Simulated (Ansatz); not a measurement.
# CuI (Marshite, F-43m): phonons and vibrational spectra, part 3 of 3

Wanted: phonon frequencies of CuI (Marshite, F-43m) and what follows from them.

Ansatz 0.2.0; DFT LDA, scalar-relativistic, plane waves, PseudoDojo norm-conserving pseudopotentials.

So far. Step 6 (Relaxing to small forces for the phonons, k-mesh …): The forces vanish by symmetry and the pressure is -0.004 GPa, within the tolerances set. The cell now holds 25.06 Å³/atom. Step 7 (Linear response at the zone centre): Before it was imposed, the acoustic sum rule was missed by 8.8e-4 eV/Å² and the charge sum rule by 5.5e-4 e. Small misses are needed for a sound result but don't prove that mesh and cutoff are converged. The relaxed cell has a = 5.853 Å (conventional setting).

The database entry behind the starting cell differs from later determinations by our own check (about 0.15 % long (mineral sample)), so it need not match the best structure at ambient conditions.

In doubt: a PseudoDojo file used here is known to give poor structures and forces, which bears on pressures, cells, forces and phonons.

## 8. Phonons on a q mesh

Stability and thermal properties need the whole zone. Linear response on a 2×2×2 q mesh gives force constants as far as a supercell of that size would, and the tensors from the zone-centre run are typed in so that the long-range dipole term is interpolated apart.

The input, input.yaml:

```yaml
crystal:
  lattice:
    - [0.0, 2.9262517016, 2.9262517016]
    - [2.9262517016, 0.0, 2.9262517016]
    - [2.9262517016, 2.9262517016, 0.0]
  atoms:
    - { symbol: Cu, position: [0.25, 0.25, 0.25] }
    - { symbol: I, position: [0.0, 0.0, 0.0] }
kpoints:
  mp_grid: { grid: [12, 12, 12] }
hamiltonian:
  xc: lda
  pseudopotentials: { kind: nc, accuracy: standard }
scf:
  occupations: { method: fixed }
output:
  eigenvalues: true
phonons:
  method: dfpt
  qmesh: [2, 2, 2]
  temperatures: { t_max: 1000, t_step: 50 }
  qpath:
    path:
      - [[0.0, 0.0, 0.0], [-0.5, -0.5, 0.0], [-0.375, -0.375, 0.25]]
      - [[-0.375, 0.0, 0.375], [0.0, 0.0, 0.0], [0.0, 0.0, 0.5], [-0.5, -0.25, 0.25], [-0.5, -0.5, 0.0]]
    npoints: 10
  non_analytic_term:
    high_frequency_dielectric_tensor: [[6.9022, 0.0, 0.0], [0.0, 6.9022, 0.0], [0.0, 0.0, 6.9022]]
    born_effective_charges:
      - { species: Cu, tensor: [[0.9568, 0.0, 0.0], [0.0, 0.9568, 0.0], [0.0, 0.0, 0.9568]] }
      - { species: I, tensor: [[-0.9568, 0.0, 0.0], [0.0, -0.9568, 0.0], [0.0, 0.0, -0.9568]] }
    source: "zone-centre run at this cell"
```

Command:

```sh
> ansatz run input.yaml --threads 4 --pin off --max-ram 10240MiB --backend cpu --events-out ev --progress --plain --runs-dir out
```

What it wrote:

```text
Warning: phonons: the dynamical matrix that this run interpolates holds no multipole term above the dipole-dipole one, and a site of this crystal is no centre of inversion, so its interpolated transverse optical and acoustic branches and sound speeds can stay off near Gamma, and the density of states and the thermodynamics with them. What a run solves at a wave vector of phonons.qpoints, Gamma apart, where the deck admits one, is free of this, and under fd what a larger phonons.supercell samples
[...]
Crystal: 2 atoms, lattice volume = 50.115 Å³
Basis set: ecut = 1251.723767 eV, 5029 PW (Γ), exchange–correlation on 96×96×96 points (8 copies of the dense FFT grid, shifted against one another)
Bands: 17, of which v1, the nominal top of the filled ones, is band 13 counted from 1 (12 counted from 0)
Symmetry: 24 space group operations
k-points: 72 of 1728 (time reversal used)
[...]
SCF iter   1: F=—  HF=-5510.125857 eV  |F-HF|=—  |Δ(HF+E_count)|=         —  Δρ=3.62e-2  dr2=6.54e-1  ethr=3.10e-3  ⟨swp⟩=6.0  Hψ=5748  notcnv=0  defer=126
[...]
SCF iter   9: F=-5509.926353 eV  HF=-5509.926353 eV  |F-HF|=7.28e-12  |Δ(HF+E_count)|=  1.46e-11  Δρ=9.52e-8  dr2=3.15e-12  ethr=1.00e-12  ⟨swp⟩=9.1  Hψ=8170  notcnv=0
SCF 1 converged in 9 iterations: F = -5509.926353 eV  dr2 = 3.15e-12
[...]
DFPT response loops at q = (0, 0, 0) (fractional): preconditioner auto → none (the input reference at scf.mixing.eps_inf says where Resta's filter doesn't serve); β = 0.50; Broyden in place of MSR1
[...]
SCF converged after 9 iterations
Free energy (F): -5509.926353 eV
[...]
Internal energy: -5509.926353 eV  (E = F + TS)
E sigma→0 (E₀):  -5509.926353 eV
Fermi energy:    7.941498 eV
[...]
--- Band table (eV; the first three rows and the last of 72) ---
  k-point 0: bands = [... 9 lower, 5.5584, 7.9415, 7.9415, 7.9415, 9.1510, 12.6785, 12.6785, 12.6785]
  k-point 1: bands = [... 9 lower, 5.5542, 7.4875, 7.8703, 7.8703, 9.6019, 12.6116, 12.8007, 12.8007]
  k-point 2: bands = [... 9 lower, 5.5464, 6.8278, 7.6887, 7.6887, 10.1156, 12.7871, 13.0810, 13.0810]
  k-point 71: bands = [... 9 lower, 5.4855, 5.6577, 5.8735, 6.2860, 12.5131, 12.7665, 13.9830, 14.1860]
--- Phonons (Γ-DFPT): 2 representative perturbations + reference (Σ response iterations 5) ---
  ASR residual: 1.498e-5 → 0.000e0 eV/Å²; symmetrization residual: 6.238e-6 eV/Å²
  ASR residual per site (eV/Å²): 1.50e-5 1.13e-5
  Γ frequencies (cm⁻¹): 0.00 0.00 0.00 156.22 156.22 156.22
--- Phonons (arbitrary-q DFPT): 3 irreducible q on the 2×2×2 mesh ---
  q = [0.0000, 0.0000, 0.0000] (star 1, of the zone-centre solve; hermiticity 3.28e-6, symmetrization 3.05e-14): -0.00 0.00 0.00 156.22 156.22 156.22
  q = [0.0000, 0.0000, -0.5000] (star 4, 2 solved perturbations on 476 of 1728 k-point pairs; hermiticity 2.00e-4, symmetrization 2.90e-5, the responses' own estimated error 1.8e-4 eV/Å²): 39.04 39.04 121.62 160.90 161.47 161.47
  q = [0.0000, -0.5000, -0.5000] (star 3, 4 solved perturbations in 886 linear systems a pass and spin channel, the states on 280 of 1728 k-point pairs; hermiticity 1.05e-6, symmetrization 1.38e-7, the responses' own estimated error 1.7e-4 eV/Å²): 54.41 54.41 142.22 143.90 166.37 166.37
  sum rule: each row above includes the acoustic sum rule's correction from the zone centre's row sums; it moved no ω² by more than (0.25 cm⁻¹)²
  mesh force constants: q→R imaginary residual 1.34e-17; ASR residual 1.498e-5 → 0.000e0 eV/Å²; symmetrization residual 3.553e-15 eV/Å²
  interpolated dispersion: 63 rows × 6 modes
  density of states and harmonic sums: on the 18×18×18 q-mesh, interpolated from the force constants of a 2×2×2 supercell (with the dipole–dipole term of supplied tensors)
  largest difference from the sums on the solved wave vectors: F 7.99e-2 eV, S 1.12e-4 and C_V 3.23e-5 eV/K
  zero-point energy: 0.042976 eV/cell   skipped modes (ω ≤ 0): 3   left out of the sums: 8.57e-5 of the cell's modes: C_V's classical limit lies that fraction below 3 k_B per atom; for a crystal, a wire or a layer, F and S can be off by more, and a phonons.interpolated_qmesh denser along its periods is the remedy for the sampling
```

The job ended after 2.1 min (4 threads of Arm Neoverse V2, shared host; peak memory 3.4 GiB).

Numbers from this step:

* sum-rule residual before enforcement: 1.50e-5 eV/Å²
* lowest frequency on the path: 0 cm⁻¹
* highest frequency on the path or at a solved wavevector: 172.5 cm⁻¹
* mean frequency: 115.5 cm⁻¹
* Debye temperature (second moment): 235 K
* logarithmic mean frequency: 100.6 cm⁻¹
* lowest mode on the q mesh (acoustic modes at Γ apart): 39.04 cm⁻¹
* zero-point energy per atom: 21.49 meV
* heat capacity at 300 K: 24.20 J/(mol atoms K)
* vibrational entropy at 300 K: 43.50 J/(mol atoms K)

Frequencies (cm⁻¹) solved at each irreducible wavevector; negative means imaginary. Frequencies by wavevector, by row:

```csv
q in reciprocal lattice units,star,mode 1,mode 2,mode 3,mode 4,mode 5,mode 6
0 0 0,1,0,0,0,156.2,156.2,156.2
0 0 -0.5,4,39,39,121.6,160.9,161.5,161.5
0 -0.5 -0.5,3,54.4,54.4,142.2,143.9,166.4,166.4
```

Interpolated from a 2×2×2 q mesh, rough between the solved points, with the LO-TO term (at Γ the limit along the path; where Γ stands inside the path, tables give the limit on arrival). The phonon branches at the labelled points (cm⁻¹):

```
    point  branch 1  branch 2  branch 3  branch 4  branch 5  branch 6
        Γ         0         0         0       156       156       166
  halfway        40        40        87       161       161       163
        X        54        54       142       144       166       166
  halfway        54        62       139       142       166       169
        U        51        74       129       142       165       172
jump to K        51        74       129       142       165       172
  halfway        31        53        88       159       161       164
        Γ         0         0         0       156       156       166
  halfway        28        28        83       159       159       165
        L        39        39       122       161       162       162
  halfway        47        67       120       149       164       170
        W        65        69       133       134       169       170
  halfway        60        62       138       139       168       168
        X        54        54       142       144       166       166
```

The phonon branches as a text plot (rows in cm⁻¹):

```
    169 |***        ************    ********       **************
    162 |   ********     ***********        ************
    155 |***      **         ***  **********       ***
    147 |           **     **                         **
    140 |            ******                             **   ****
    133 |           *   ***                              ****
    126 |         **       *                            *
    119 |                   *                   ********
    111 |        *           **                *
    104 |       *                             *
     97 |                      *             *
     90 |      *                *
     83 |                                   *
     75 |                ****    *                      *
     68 |    **         *    **            *          ** ****
     61 |              *       *  **                 *   *  ***
     54 |   *     *********     *         *         *  **      **
     47 |       **         **                      * **
     40 |  *   *             *** *  *          ******
     32 |    **                 * **     *   **
     25 |   *                    *         **
     18 | **                      ****  * *
     11 | *                         **   *
      4 |*                           ****
         Γ           X  U|K            Γ         L        W     X
```

Tetrahedra on a 18×18×18 mesh, mean over bins of 2 cm-1. Interpolated from a 2×2×2 q mesh, rough between the solved points. The phonon density of states by wavenumber; read off at these points:

wavenumber (cm⁻¹), phonon density of states (1/cm⁻¹/cell) and a bar:
```
      1.0      0.000 
      5.0      0.000 
     11.0      0.001 
     15.0      0.003 
     19.0      0.005 #
     25.0      0.010 #
     29.0      0.015 ##
     33.0      0.022 ###
     39.0      0.048 ######
     43.0      0.056 #######
     47.0      0.059 #######
     53.0      0.063 ########
     57.0      0.044 #####
     61.0      0.035 ####
     67.0      0.034 ####
     71.0      0.041 #####
     75.0      0.020 ##
     81.0      0.004 #
     85.0      0.005 #
     89.0      0.006 #
     93.0      0.008 #
     99.0      0.010 #
    103.0      0.012 ##
    107.0      0.015 ##
    113.0      0.023 ###
    117.0      0.034 ####
    119.0      0.055 #######
    121.0      0.041 #####
    127.0      0.018 ##
    131.0      0.013 ##
    135.0      0.006 #
    141.0      0.017 ##
    145.0      0.034 ####
    149.0      0.039 #####
    155.0      0.044 #####
    159.0      0.141 #################
    163.0      0.193 ########################
    165.0      0.243 ##############################
    169.0      0.107 #############
    173.0      0.007 #
```

Phonopy on the run's constants, 17x17x17 mesh, Gaussian sigma 2.0 cm-1. Interpolated from a 2×2×2 q mesh, rough between the solved points. Table of partial phonon density of states by wavenumber; read off at these points; values in 1/cm⁻¹/cell:

| wavenumber (cm⁻¹) | Cu | I |
| --- | --- | --- |
| -5.0 | 0 | 0 |
| 0.0 | 4.0e-5 | 7.9e-5 |
| 5.0 | 1.2e-4 | 2.4e-4 |
| 10.0 | 4.4e-4 | 8.6e-4 |
| 15.0 | 0.00126 | 0.00242 |
| 20.0 | 0.00201 | 0.00376 |
| 25.0 | 0.00368 | 0.00661 |
| 30.0 | 0.00588 | 0.0100 |
| 35.0 | 0.0108 | 0.0175 |
| 40.0 | 0.0201 | 0.0304 |
| 45.0 | 0.0227 | 0.0319 |
| 48.4 | 0.0264 | 0.0357 |
| 50.0 | 0.0264 | 0.0348 |
| 55.0 | 0.0239 | 0.0298 |
| 60.0 | 0.0166 | 0.0203 |
| 65.0 | 0.0160 | 0.0189 |
| 70.0 | 0.0169 | 0.0185 |
| 75.0 | 0.0107 | 0.0118 |
| 80.0 | 0.00237 | 0.00323 |
| 85.0 | 0.00242 | 0.00338 |
| 90.0 | 0.00262 | 0.00347 |
| 95.0 | 0.00381 | 0.00478 |
| 100.0 | 0.00487 | 0.00582 |
| 105.0 | 0.00630 | 0.00695 |
| 110.0 | 0.00912 | 0.00947 |
| 115.0 | 0.0147 | 0.0141 |
| 119.2 | 0.0229 | 0.0206 |
| 120.0 | 0.0226 | 0.0205 |
| 125.0 | 0.0110 | 0.0113 |
| 130.0 | 0.00672 | 0.00710 |
| 135.0 | 0.00449 | 0.00400 |
| 140.0 | 0.00852 | 0.00772 |
| 145.0 | 0.0161 | 0.0159 |
| 150.0 | 0.0202 | 0.0188 |
| 155.0 | 0.0321 | 0.0249 |
| 160.0 | 0.0910 | 0.0612 |
| 163.9 | 0.115 | 0.0876 |
| 165.0 | 0.108 | 0.0859 |
| 170.0 | 0.0523 | 0.0503 |
| 175.0 | 0.00466 | 0.00468 |
| 180.0 | 1.5e-6 | 1.5e-6 |

Second derivatives of the energy by pair, one row for each kind of neighbour of each atom listed. Each entry sums the pair over the periodic images of the supercell that the q mesh stands for, and in a polar crystal it holds the long-range dipole part too. Force constants by pair, by row:

```csv
atom,neighbour,distance (Å),third of the trace (eV/Å²),along the pair's line (eV/Å²)
Cu1,itself,0,4.005,–
Cu1,I,2.534,-0.9873,-2.966
Cu1,Cu,4.138,-0.0299,-0.2256
Cu1,I,4.853,0.0373,0.0646
Cu1,Cu,5.853,-0.0261,-0.0261
I2,itself,0,6.845,–
I2,Cu,2.534,-0.9873,-2.966
I2,I,4.138,-0.5042,-1.531
I2,Cu,4.853,0.0373,0.0646
I2,I,5.853,-0.0191,-0.0191
```

Harmonic thermodynamic functions per atom, from the density of states. Interpolated from a 2×2×2 q mesh, rough between the solved points. Thermodynamic functions, by row:

```csv
T (K),F_vib (meV/atom),S (J/mol-atom/K),C_V (J/mol-atom/K)
0,21.49,0,0
50,19.98,7.902,11.57
100,12.98,18.8,19.44
200,-14.97,33.85,23.32
300,-55.36,43.5,24.2
400,-104.2,50.52,24.52
500,-159.6,56.01,24.67
600,-220,60.51,24.75
700,-284.8,64.33,24.8
800,-353.2,67.64,24.83
900,-424.8,70.57,24.86
1000,-499.4,73.19,24.87
```

Harmonic mean-square displacement, third of the trace. Interpolated from a 2×2×2 q mesh, rough between the solved points. Mean square displacements, by row:

```csv
T (K),Cu1 U_eq (Å²),I2 U_eq (Å²)
0,0.00293,0.00173
100,0.00762,0.00526
300,0.02125,0.01498
600,0.04219,0.02981
```

Symmetry leaves 3 wavevectors to solve. The lowest mode among them, the acoustic zeros apart, lies at q = (0, 0, -0.5) and is real, 39.0 cm⁻¹.

## 9. Another isotope

An isotope changes the mass and not the force constants, so no new electronic calculation is needed; the shifts show which modes move this element.

The same force constants with the mass of Cu changed from 63.546 to 64.928 u (phonopy, no LO-TO term). Both lists are sorted by frequency; levels can cross, so a row need not hold one and the same mode. Modes under 3 cm⁻¹ are left out. Isotope shifts, by row:

| q | rank | natural mass (cm⁻¹) | changed mass (cm⁻¹) |
| --- | --- | --- | --- |
| 0 0 0 | 4 | 156.2 | 155.1 |
| 0 0 0 | 5 | 156.2 | 155.1 |
| 0 0 0 | 6 | 156.2 | 155.1 |
| 0 0 -0.5 | 1 | 39.04 | 38.88 |
| 0 0 -0.5 | 2 | 39.04 | 38.88 |
| 0 0 -0.5 | 3 | 121.6 | 120.8 |
| 0 0 -0.5 | 4 | 160.9 | 160.2 |
| 0 0 -0.5 | 5 | 161.5 | 160.4 |
| 0 0 -0.5 | 6 | 161.5 | 160.4 |
| 0 -0.5 -0.5 | 1 | 54.41 | 54.12 |
| 0 -0.5 -0.5 | 2 | 54.41 | 54.12 |
| 0 -0.5 -0.5 | 3 | 142.2 | 140.7 |
| 0 -0.5 -0.5 | 4 | 143.9 | 143.9 |
| 0 -0.5 -0.5 | 5 | 166.4 | 165.4 |
| 0 -0.5 -0.5 | 6 | 166.4 | 165.4 |

A mode of this element alone would shift by -1.07 %. The highest zone-centre frequency without the field goes from 156.2 to 155.1 cm⁻¹ (-0.7 %). The product of the frequency ratios over all optical modes at Γ is 0.979; the product rule, (m/m′)^(3k/2) (M′/M)^(3/2) with k = 1 such atoms and M the mass of the cell, gives 0.979.

## 10. Outcome

```
space group after relaxation (within 0.01 Å)            : F-43m
volume per atom                                         : 25.1 Å³
gap on the k-mesh                                       : 1.21 eV
highest optical mode at the zone centre (no LO-TO term) : 156 cm⁻¹
top of the zone-centre spectrum with the field          : 166 cm⁻¹
lowest optical zone-centre mode                         : 156 cm⁻¹
mean high-frequency dielectric constant                 : 6.90
mean static dielectric constant                         : 7.77
largest Born charge (third of the trace)                : 0.957 e
lowest mode on the q mesh (acoustic modes at Γ apart)   : 39.0 cm⁻¹
highest frequency on the path or at a solved wavevector : 172 cm⁻¹
zero-point energy per atom                              : 21.5 meV
heat capacity at 300 K                                  : 24.2 J/(mol atoms K)
vibrational entropy at 300 K                            : 43.5 J/(mol atoms K)
Debye temperature (second moment)                       : 235 K
imaginary modes on the 2×2×2 q mesh                     : none
```

The structure is a minimum as far as tested: no mode is imaginary at the 3 irreducible wavevectors of the 2×2×2 mesh, and the softest away from the acoustic zeros lies at 39 cm⁻¹. Without the field, the optical modes at Γ form one degenerate level at 156 cm⁻¹. The highest mode in this list at Γ, 156.2 cm⁻¹, has its largest share on Cu (67 % of the kinetic energy). With the macroscopic field of the longitudinal modes the top of the zone-centre spectrum lies at 166 cm⁻¹, against 156 cm⁻¹ without it. Lattice motion raises the mean dielectric constant from 6.902 to 7.772. The strongest infrared line is at 156 cm⁻¹. Averaged over orientations, the strongest Raman line at 532 nm and 300 K is at 156 cm⁻¹, among the modes without the field; their longitudinal partners can be Raman active too. The tensors are the static, non-resonant ones, while 532 nm light (2.33 eV) lies above the computed gap. The q mesh stands for a supercell only 8.3 Å across, so branches between the solved wavevectors are rough. Magnetic starts were tried first and their moments did not last, so the runs shown are non-magnetic; if the real compound is magnetic, its cell and modes can differ much. The program warns that the interpolation holds no quadrupole term, so branches close to Γ can be off in this crystal. Spin-orbit coupling is left out, which can matter for the heavy elements here. These are harmonic frequencies at zero temperature: anharmonic shifts, linewidths and thermal expansion are left out.

Computed beside measured:

| quantity | measured | LDA, PseudoDojo NC |
| --- | --- | --- |
| lattice constant a (Å) | 6.053 | 5.853 (-3.3 %) |
| Raman mode, TO at Gamma (cm⁻¹) | 133.3 | 156 (+17.2 %) |

Measured values from arxiv:2305.18931 (2023).

Verdict: The lattice constant a is off by -3.3 %. The Raman mode is off by +17.2 %: a clear miss. The grades are ours: good and fair within 0.7 and 1.5 % for the lattice constant a and 3 and 7 % for the Raman mode. Zero-point motion and thermal expansion (measured at up to 10 K) are not in the computed lattice constants and Raman mode.

[Logs are printed without paths, hosts, clocks, repeated set-up lines and the standing remarks that a program may print on its own settings, such as how far it seeks lower states.]

[Hosts, paths, dates, database ids (printed as entryN), source tags and the programs' standing remarks are cut or masked in the printed files.]
